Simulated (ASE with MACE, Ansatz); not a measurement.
# Σ19 (331)[1-10] symmetric tilt boundary in W (56 atoms): boundary energy

What is the boundary energy of this cell, counted against the bulk crystal, and how far does it hang on functional and mesh?

Calculated with Ansatz 0.2.0: Kohn-Sham DFT, PBE, PAW (set soft_2), plane waves; cutoff 420 eV, fermi-dirac smearing of 0.1 eV. Cutoffs: 420 eV for PBE and PBEsol; 500 eV for r2SCAN.

**The cells**

The cell holds 56 atoms: 56 W. Its edges and angles: a = 10.072 Å, b = 10.072 Å, c = 21.128 Å, α = 90.0°, β = 90.0°, γ = 25.8°. It derives from W. The starting structure: Two grains of W, one the mirror image of the other in the boundary plane, two boundaries a cell; of 5 trial joints (lateral shifts, openings, close atoms taken out) the lowest after a short relaxation with the MACE-MP-0b2 potential was kept (shift [0.5, 0.0] of the surface cell, opening 0.97 Å, one of each pair under 1.93 Å removed), then its atoms and the cell's length along the normal were relaxed with that potential. Lattice constants are starting values near those of PBE.

The bulk reference is W2 in a cell of 2 atoms, 16.155 Å³ an atom.

The input of the single point on the relaxed cell:

```yaml
crystal:
  lattice:
    - [10.07185, 0.0, 0.0]
    - [9.06467, 4.39022, 0.0]
    - [0.0, 0.0, 21.12763]
  atoms:
    - { symbol: W, position: [0.86784, 0.80867, 0.00378] }
    - { symbol: W, position: [0.2817, 0.23789, 0.00977] }
    - { symbol: W, position: [0.69069, 0.68024, 0.02689] }
    - { symbol: W, position: [0.08393, 0.1266, 0.05299] }
    [... 50 atom lines left out ...]
    - { symbol: W, position: [0.27094, 0.81474, 0.50977] }
    - { symbol: W, position: [0.68479, 0.24396, 0.50378] }
kpoints:
  mp_grid: { grid: [8, 8, 2] }
hamiltonian:
  xc: pbe
scf:
  occupations: { method: fermi_dirac, width: 0.1 }
output:
  forces: true
  stress: true
  populations: true
  dos:
    method: { smearing: { sigma: 0.08 } }
    de: 0.1
    projected:
      site_lists:
        W: [W]
        lower_grain: [... 28 sites ...]
        upper_grain: [... 28 sites ...]
  eigenvalues: true
  write_density: true
  write_potential: true
  volumetric_format: npy
```

| cell | formula | k-mesh | relaxation steps | gain on relaxing (eV) | free energy, PBE (eV) | time of its runs on this page |
| --- | --- | --- | --- | --- | --- | --- |
| Sigma19 (331)[1-10] symmetric tilt boundary in W | W56 | 8×8×2 (relaxed on 5×5×1) | 7 | 5.25 | -581534.194 | 97 s |
| bulk W | W2 | 17×17×17 | - | - | -20769.662 | 8.9 s |

**Boundary energy**

The excess is the cell's free energy less 28 times that of the bulk cell. It is divided by twice the area, as the cell holds two boundaries, so the value is their mean, and they need not be alike (44.22 Å²), with 1 eV/Å² = 16.022 J/m².

| level | k-mesh | excess (eV) | boundary energy (J/m²) | per area (meV/Å²) |
| --- | --- | --- | --- | --- |
| PBE | 8×8×2 | 16.336 | 2.960 | 184.7 |
| PBE, denser mesh | 10×10×2 | 16.338 | 2.960 | 184.7 |
| r2SCAN | 8×8×2 | 17.900 | 3.243 | 202.4 |
| PBEsol | 8×8×2 | 17.031 | 3.086 | 192.6 |

Worked for the first row at PBE: (-581534.194) − 28 × (-20769.662) = 16.336 eV (from unrounded energies).

Then 16.336 / (2 × 44.22) × 16.022 = 2.960 J/m².

**Findings**

At PBE the boundary energy is 2.96 J/m². At the same geometries the levels give 2.96 (PBE) to 3.24 J/m² (r2SCAN) and the denser mesh leaves it within 0.01 J/m². Relaxing the atoms lowered it by 0.951 J/m² from the start (on the 5×5×1 mesh of the relaxation), and the farthest atom moved 0.37 Å.

Limits: The cell edges were held, so the lattice is the typed one for every functional, and the length along the normal is the one that the machine-learned potential gave. Cell and bulk are sampled on unlike meshes, and the error grows with the number of atoms subtracted. These are free energies under a smearing of 0.1 eV, whose entropy term isn't removed. The joint was picked among a few trials by a machine-learned potential, and a lower one may exist. Spin–orbit coupling is left out, which matters for the levels of the heavy elements. In some runs the program notes that positions were snapped to a detected symmetry.

[Logs are printed without paths, hosts, clocks, repeated set-up lines and the standing remarks that a program may print on its own settings, such as how far it seeks lower states.]

[Hosts, paths, dates, database ids (printed as entryN), source tags and the programs' standing remarks are cut or masked in the printed files.]
